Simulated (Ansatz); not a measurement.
# Lattice dynamics of YbPd (Pm-3m)

Wanted: phonon frequencies of YbPd (Pm-3m) and what follows from them.

Main program and level: Ansatz 0.2.0; DFT PBEsol, scalar-relativistic, plane waves, PAW.

Most raw output is cut from this account.

**1. The starting structure**

It takes space group Pm-3m (No. 221, cubic). Conventional cell: a = 3.447 Å, b = 3.447 Å, c = 3.447 Å, α = 90.00°, β = 90.00°, γ = 90.00°. Nearest to Yb lie 8 Pd at 2.99 Å. Pd has 8 Yb at 2.99 Å nearest. Farther neighbours are not listed.

**2. Relaxation**

Harmonic phonons are second derivatives at a point where the forces vanish, and they are wanted at zero stress, so atoms and cell are relaxed first.

input.yaml reads:

```yaml
crystal:
  lattice:
    - [3.447, 0.0, 0.0]
    - [0.0, 3.447, 0.0]
    - [0.0, 0.0, 3.447]
  atoms:
    - { symbol: Yb, position: [0.5, 0.5, 0.5] }
    - { symbol: Pd, position: [0.0, 0.0, 0.0] }
kpoints:
  mp_grid: { grid: [10, 10, 10] }
hamiltonian:
  xc: pbesol
scf:
  occupations: { method: gaussian, width: 0.1 }
output:
  forces: true
  stress: true
  eigenvalues: true
  write_density: true
  write_potential: true
  elf: true
  volumetric_format: npy
relax:
  adjacent_minimum: "off"
  f_tol: 0.005
  max_steps: 80
  cell: { stress_tol: 0.05 }
```

Command:

```console
$ ansatz run input.yaml --threads 8 --pin off --max-ram 14336MiB --backend cpu --events-out ev --progress --plain --runs-dir out
```

Run time: 8.7 s. Hardware: 8 threads of Arm Neoverse N1, shared host; peak memory 0.42 GiB; 31 s of CPU time.

Relaxation path:

| step | energy less that of the first step (eV) | largest force component (eV/Å) | pressure (GPa) | volume (Å³) |
| --- | --- | --- | --- | --- |
| 1 | 0.0000 | 0.0000 | -1.32 | 40.96 |
| 2 | -0.0016 | 0.0000 | 1.03 | 39.79 |
| 3 | -0.0030 | 0.0000 | -0.03 | 40.29 |
| 4* | -0.0028 | 0.0000 | -0.03 | 40.29 |

Relaxation steps marked * repeat the geometry before them on a plane-wave basis chosen anew for their cell, so energy and pressure can jump there.

Forces are held to the 48 operations that the run works with; a distortion that breaks them can't arise in this run.

```csv
"conventional cell, symmetrised",before,after,change
a (Å),3.447,3.428,-0.5 %
b (Å),3.447,3.428,-0.5 %
c (Å),3.447,3.428,-0.5 %
volume (Å³/atom),20.48,20.15,-1.6 %
```

Final coordinates:

```xyz
2
Lattice="3.4283 0.0000 0.0000 0.0000 3.4283 0.0000 0.0000 0.0000 3.4283" Properties=species:S:1:pos:R:3 pbc="T T T"
Yb    1.7141    1.7141    1.7141
Pd    0.0000    0.0000    0.0000
```

This step gave:

| Item | Value |
| --- | --- |
| pressure | -0.03017 GPa |
| volume per atom | 20.15 Å³ |
| gap on the k-mesh | 0 eV |

Electrostatic potential energy in the ac plane at fractional y = 0.000, with atoms of Pd within 0.2 Å of it. With pseudopotentials it is smooth inside the atoms' cores, unlike the true potential.

Values in eV, 14 rows by 14 columns, each cell a mean:
```
-46 -43 -30  -9  10  17  19  20  19  16   6 -15 -33 -44
-38 -31 -19   0  13  18  19  20  19  17  11  -5 -21 -33
-18 -13  -3   9  16  18  19  19  19  18  15   7  -5 -15
  5   7  12  16  17  18  18  18  18  18  17  15  11   6
 16  17  17  18  18  18  18  18  18  18  18  18  17  16
 19  19  19  19  18  18  17  17  17  18  18  19  19  19
 20  20  20  19  18  17  17  17  17  18  18  19  20  20
 19  19  19  19  18  18  17  17  17  18  18  19  19  19
 17  17  18  18  18  18  18  17  18  18  18  18  18  17
  9  11  14  16  18  18  18  18  18  18  17  16  13  10
-12  -8   2  12  16  18  19  19  19  18  16   9   0  -9
-34 -28 -16   2  14  18  19  20  19  17  12  -3 -19 -30
-46 -41 -28  -8  11  17  19  20  19  17   7 -13 -31 -43
-46 -46 -34 -12   9  17  19  20  19  16   5 -18 -38 -46
```
Columns run along a (3.4 Å; values clipped at the 3rd and 97th percentile), rows up along c (3.4 Å). Atoms in or near the plane, at fractional coordinates: Pd at (0.00, 0.00).

Valence density in the ac plane at fractional y = 0.000, with atoms of Pd within 0.2 Å of it. It is the smooth field of the valence electrons, not physical close to the nuclei.

Values in e/Å³, 14 rows by 14 columns, each cell a mean:
```
13 11  7  2  1  0  0  0  0  0  1  3  8 11
 9  7  4  1  0  0  0  0  0  0  1  2  4  8
 4  3  2  1  0  0  0  0  0  0  0  1  2  3
 1  1  1  0  0  0  0  0  0  0  0  0  1  1
 0  0  0  0  0  0  0  0  0  0  0  0  0  0
 0  0  0  0  0  0  0  0  0  0  0  0  0  0
 0  0  0  0  0  0  0  0  0  0  0  0  0  0
 0  0  0  0  0  0  0  0  0  0  0  0  0  0
 0  0  0  0  0  0  0  0  0  0  0  0  0  0
 1  1  0  0  0  0  0  0  0  0  0  0  0  1
 3  2  1  1  0  0  0  0  0  0  0  1  1  2
 8  6  3  1  0  0  0  0  0  0  1  2  4  7
12 10  6  2  1  0  0  0  0  0  1  3  7 11
14 12  8  3  1  0  0  0  0  0  1  4  9 13
```
Columns run along a (3.4 Å), rows up along c (3.4 Å). Atoms in or near the plane, at fractional coordinates: Pd at (0.00, 0.00).

ELF in the ac plane at fractional y = 0.000, with atoms of Pd within 0.2 Å of it. It is the smooth field of the valence electrons, not physical close to the nuclei.

Ten even steps from '_' (0.08) to '@' (0.52), each cell a mean:
```
**%%@@%%==--======--++%%@@##
@@@@@@**==========--==##@@@@
@@%%##++==============++##%%
++++========------========++
----======--::..::--====----
========--::____..::--======
========--..______..--======
========--..______::--======
----======--....::--======--
============------==========
%%##**================++**%%
@@@@@@**==============##@@@@
##%%@@##==--======--++%%@@%%
==##@@%%==--======--++@@@@**
```
Columns run along a (3.4 Å), rows up along c (3.4 Å). Atoms in or near the plane, at fractional coordinates: Pd at (0.00, 0.00).

In this step the volume went from 20.48 to 20.15 Å³/atom.

**3. Relaxing to small forces for the phonons**

Phonons need a cell at rest on their own settings, so the relaxation is repeated with tight tolerances on forces and stress, using the mesh and the filling of the phonon run that follows.

input.yaml reads:

```yaml
crystal:
  lattice:
    - [3.4282599515, 0.0, 0.0]
    - [0.0, 3.4282599515, 0.0]
    - [0.0, 0.0, 3.4282599515]
  atoms:
    - { symbol: Yb, position: [0.5, 0.5, 0.5] }
    - { symbol: Pd, position: [0.0, 0.0, 0.0] }
kpoints:
  mp_grid: { grid: [10, 10, 10] }
hamiltonian:
  xc: pbesol
scf:
  occupations: { method: methfessel_paxton, width: 0.15 }
output:
  forces: true
  stress: true
  eigenvalues: true
relax:
  adjacent_minimum: "off"
  f_tol: 0.001
  max_steps: 60
  cell: { stress_tol: 0.01 }
```

Run time: 8.9 s. Hardware: 8 threads; peak memory 0.41 GiB; 29 s of CPU time.

The steps of the relaxation:

| step | energy less that of the first step (eV) | largest force component (eV/Å) | pressure (GPa) | volume (Å³) |
| --- | --- | --- | --- | --- |
| 1 | 0.0000 | 0.0000 | -0.31 | 40.29 |
| 2 | -0.0001 | 0.0000 | 0.25 | 40.02 |
| 3 | -0.0002 | 0.0000 | 0.00 | 40.14 |
| 4* | -0.0002 | 0.0000 | 0.00 | 40.14 |

Relaxation steps marked * repeat the geometry before them on a plane-wave basis chosen anew for their cell, so energy and pressure can jump there.

Forces are held to the 48 operations that the run works with; a distortion that breaks them can't arise in this run.

```
conventional cell, symmetrised  before  after  change
                         a (Å)   3.428  3.424  -0.1 %
                         b (Å)   3.428  3.424  -0.1 %
                         c (Å)   3.428  3.424  -0.1 %
              volume (Å³/atom)   20.15  20.07  -0.4 %
```

The relaxed structure:

```cif
data_structure
_symmetry_space_group_name_H-M 'P 1'
_symmetry_Int_Tables_number 1
_cell_length_a 3.4239
_cell_length_b 3.4239
_cell_length_c 3.4239
_cell_angle_alpha 90.000
_cell_angle_beta 90.000
_cell_angle_gamma 90.000
_cell_volume 40.14
loop_
_atom_site_label
_atom_site_type_symbol
_atom_site_fract_x
_atom_site_fract_y
_atom_site_fract_z
_atom_site_occupancy
Yb1 Yb 0.50000 0.50000 0.50000 1
Pd2 Pd 0.00000 0.00000 0.00000 1
```

This step gave:

| Quantity | Value |
| --- | --- |
| pressure | -0.001722 GPa |
| volume per atom | 20.07 Å³ |

The forces vanish by symmetry and the pressure is -0.002 GPa, within the tolerances set. The cell now holds 20.07 Å³/atom.

**4. Phonons on a q mesh**

Stability and thermal properties need the whole zone. Linear response on a 2×2×2 q mesh gives force constants as far as a supercell of that size would.

input.yaml reads:

```yaml
crystal:
  lattice:
    - [3.4238677546, 0.0, 0.0]
    - [0.0, 3.4238677546, 0.0]
    - [0.0, 0.0, 3.4238677546]
  atoms:
    - { symbol: Yb, position: [0.5, 0.5, 0.5] }
    - { symbol: Pd, position: [0.0, 0.0, 0.0] }
kpoints:
  mp_grid: { grid: [10, 10, 10] }
hamiltonian:
  xc: pbesol
scf:
  occupations: { method: methfessel_paxton, width: 0.15 }
output:
  eigenvalues: true
phonons:
  method: dfpt
  qmesh: [2, 2, 2]
  temperatures: { t_max: 1000, t_step: 50 }
  qpath:
    path:
      - [[0.0, 0.0, 0.0], [0.0, 0.5, 0.0], [0.5, 0.5, 0.0], [0.0, 0.0, 0.0], [0.5, 0.5, 0.5], [0.0, 0.5, 0.0]]
      - [[0.5, 0.5, 0.5], [0.5, 0.5, 0.0]]
    npoints: 10
```

It took 97 s on 8 threads; peak memory 0.93 GiB.

This step gave:

```
sum-rule residual before enforcement                    : 1.00e-4 eV/Å²
lowest frequency on the path                            : 0 cm⁻¹
point group                                             : m-3m
highest frequency on the path or at a solved wavevector : 129.2 cm⁻¹
mean frequency                                          : 86.7 cm⁻¹
Debye temperature (second moment)                       : 170 K
logarithmic mean frequency                              : 81.2 cm⁻¹
highest optical mode at the zone centre (no LO-TO term) : 116.3 cm⁻¹
lowest optical zone-centre mode                         : 116.3 cm⁻¹
lowest mode on the q mesh (acoustic modes at Γ apart)   : 37.72 cm⁻¹
zero-point energy per atom                              : 16.12 meV
heat capacity at 300 K                                  : 24.55 J/(mol atoms K)
vibrational entropy at 300 K                            : 48.67 J/(mol atoms K)
```

Frequencies (cm⁻¹) solved at each irreducible wavevector; negative means imaginary. Frequencies by wavevector, by row:

```csv
q in reciprocal lattice units,star,mode 1,mode 2,mode 3,mode 4,mode 5,mode 6
0 0 0,1,0,0,0,116.3,116.3,116.3
0 0 -0.5,3,64.2,64.2,89.4,93.7,93.7,125.5
0 -0.5 -0.5,3,37.7,37.7,61.9,98.4,129.2,129.2
-0.5 -0.5 -0.5,1,85.6,85.6,85.6,115.3,115.3,115.3
```

Interpolated from a 2×2×2 q mesh, rough between the solved points. Phonon branches along the path, in cm⁻¹:

```csv
point,branch 1,branch 2,branch 3,branch 4,branch 5,branch 6
Γ,0,0,0,116,116,116
halfway,40,40,67,108,108,119
X,64,64,89,94,94,126
halfway,49,63,69,96,113,129
M,38,38,62,98,129,129
halfway,40,51,89,96,103,124
Γ,0,0,0,116,116,116
halfway,59,59,74,106,115,115
R,86,86,86,115,115,115
halfway,50,70,90,90,113,127
X,64,64,89,94,94,126
jump to R,86,86,86,115,115,115
halfway,62,62,92,92,124,124
M,38,38,62,98,129,129
```

The phonon density of states has structure finer than the step of the table below, so its rows give means over 5 cm⁻¹, whole bins alone (the curve runs from 0.5 to 130 cm⁻¹). Peaks (cm⁻¹: height): 47.5: 0.0959, 63.5: 0.0778, 97.5: 0.155, 127.5: 0.155.

Tetrahedra on a 18×18×18 mesh, mean over bins of 1 cm-1. Interpolated from a 2×2×2 q mesh, rough between the solved points. Table of phonon density of states by wavenumber; means over each step:

```csv
wavenumber (cm⁻¹),phonon density of states (1/cm⁻¹/cell)
5,9.1e-5
10,5.3e-4
15,0.00139
20,0.00275
25,0.00463
30,0.00748
35,0.0119
40,0.0322
45,0.0738
50,0.0637
55,0.0503
60,0.0618
65,0.0679
70,0.0496
75,0.0485
80,0.0480
85,0.0503
90,0.0287
95,0.106
100,0.0776
105,0.0586
110,0.0563
115,0.0511
120,0.0843
125,0.120
```

The partial phonon density of states has structure finer than the step of the table below, so its rows give means over 5 cm⁻¹, whole bins alone (the curve runs from -10 to 143 cm⁻¹). Peaks (cm⁻¹: height): Pd 45.8: 0.0381, 96.8: 0.0854, 125.7: 0.0357; Yb 46.8: 0.0389, 63.1: 0.0450, 125.7: 0.0812.

Phonopy on the run's constants, 17x17x17 mesh, Gaussian sigma 2.0 cm-1. Interpolated from a 2×2×2 q mesh, rough between the solved points. The partial phonon density of states by wavenumber; means over each step; values in 1/cm⁻¹/cell:

| wavenumber (cm⁻¹) | Pd | Yb |
| --- | --- | --- |
| -5 | 3.3e-6 | 8.5e-6 |
| 0 | 3.5e-5 | 5.8e-5 |
| 5 | 3.4e-5 | 5.8e-5 |
| 10 | 2.8e-4 | 4.5e-4 |
| 15 | 5.5e-4 | 8.8e-4 |
| 20 | 0.00120 | 0.00194 |
| 25 | 0.00173 | 0.00274 |
| 30 | 0.00315 | 0.00492 |
| 35 | 0.00549 | 0.00748 |
| 40 | 0.0177 | 0.0176 |
| 45 | 0.0346 | 0.0342 |
| 50 | 0.0299 | 0.0331 |
| 55 | 0.0229 | 0.0289 |
| 60 | 0.0236 | 0.0383 |
| 65 | 0.0257 | 0.0396 |
| 70 | 0.0251 | 0.0255 |
| 75 | 0.0259 | 0.0232 |
| 80 | 0.0262 | 0.0209 |
| 85 | 0.0298 | 0.0141 |
| 90 | 0.0365 | 0.0108 |
| 95 | 0.0710 | 0.0192 |
| 100 | 0.0564 | 0.0258 |
| 105 | 0.0315 | 0.0259 |
| 110 | 0.0273 | 0.0282 |
| 115 | 0.0239 | 0.0330 |
| 120 | 0.0301 | 0.0520 |
| 125 | 0.0345 | 0.0751 |
| 130 | 0.0149 | 0.0353 |
| 135 | 3.5e-4 | 8.0e-4 |
| 140 | 0 | 0 |

Second derivatives of the energy by pair, one row for each kind of neighbour of each atom listed. Each entry sums the pair over the periodic images of the supercell that the q mesh stands for, and in a polar crystal it holds the long-range dipole part too. Force constants by pair, by row:

```csv
atom,neighbour,distance (Å),third of the trace (eV/Å²),along the pair's line (eV/Å²)
Yb1,itself,0,5.505,–
Yb1,Pd,2.965,-0.4098,-1.314
Yb1,Yb,3.424,-0.72,-2.764
Yb1,Yb,4.842,0.1206,-0.0919
Yb1,Yb,5.93,-0.4281,-0.4281
Pd2,itself,0,3.142,–
Pd2,Yb,2.965,-0.4098,-1.314
Pd2,Pd,3.424,0.0927,0.3416
Pd2,Pd,4.842,-0.0229,-0.0966
Pd2,Pd,5.93,-0.073,-0.073
```

Harmonic thermodynamic functions per atom, from the density of states. Interpolated from a 2×2×2 q mesh, rough between the solved points. Thermodynamic functions, by row:

```csv
T (K),F_vib (meV/atom),S (J/mol-atom/K),C_V (J/mol-atom/K)
0,16.12,0,0
50,14.43,9.662,15.24
100,5.83,22.77,21.73
200,-26.9,38.81,24.07
300,-72.56,48.67,24.55
400,-126.8,55.76,24.72
500,-187.6,61.29,24.8
600,-253.6,65.81,24.84
700,-323.8,69.65,24.87
800,-397.7,72.97,24.89
900,-474.9,75.9,24.9
1000,-555,78.52,24.91
```

Harmonic mean-square displacement, third of the trace. Interpolated from a 2×2×2 q mesh, rough between the solved points. Mean square displacements, by row:

```csv
T (K),Yb1 U_eq (Å²),Pd2 U_eq (Å²)
0,0.00131,0.0021
100,0.00333,0.00501
300,0.00938,0.01405
600,0.01864,0.02792
```

Symmetry leaves 4 wavevectors to solve. The lowest mode among them, the acoustic zeros apart, lies at q = (0, -0.5, -0.5) and is real, 37.7 cm⁻¹.

**5. Summary of results**

```yaml
space_group_after_relaxation_within_0p01_a: Pm-3m
volume_per_atom: 20.1 Å³
electronic_character: no gap on this mesh
highest_optical_mode_at_the_zone_centre_no_lo_to_term: 116 cm⁻¹
lowest_optical_zone_centre_mode: 116 cm⁻¹
lowest_mode_on_the_q_mesh_acoustic_modes_at_gamma_apart: 37.7 cm⁻¹
highest_frequency_on_the_path_or_at_a_solved_wavevector: 129 cm⁻¹
zero_point_energy_per_atom: 16.1 meV
heat_capacity_at_300_k: 24.5 J/(mol atoms K)
vibrational_entropy_at_300_k: 48.7 J/(mol atoms K)
debye_temperature_second_moment: 170 K
imaginary_modes_on_the_2x2x2_q_mesh: none
```

In words: The structure is a minimum as far as tested: no mode is imaginary at the 4 irreducible wavevectors of the 2×2×2 mesh, and the softest away from the acoustic zeros lies at 38 cm⁻¹. The optical modes at Γ form one degenerate level at 116 cm⁻¹. The q mesh stands for a supercell only 6.8 Å across, so branches between the solved wavevectors are rough. With no gap, or one that is small against the smearing, the frequencies hang on the k mesh and the smearing, most of all near Kohn anomalies. The phonon runs are without spin polarisation, although Yb often carries a moment. The 4f shell is treated without a U, so valence and screening may be off. Spin-orbit coupling is left out, which can matter for the heavy elements here. These are harmonic frequencies at zero temperature: anharmonic shifts, linewidths and thermal expansion are left out.

[Logs are printed without paths, hosts, clocks, repeated set-up lines and the standing remarks that a program may print on its own settings, such as how far it seeks lower states.]

[Hosts, paths, dates, database ids (printed as entryN), source tags and the programs' standing remarks are cut or masked in the printed files.]
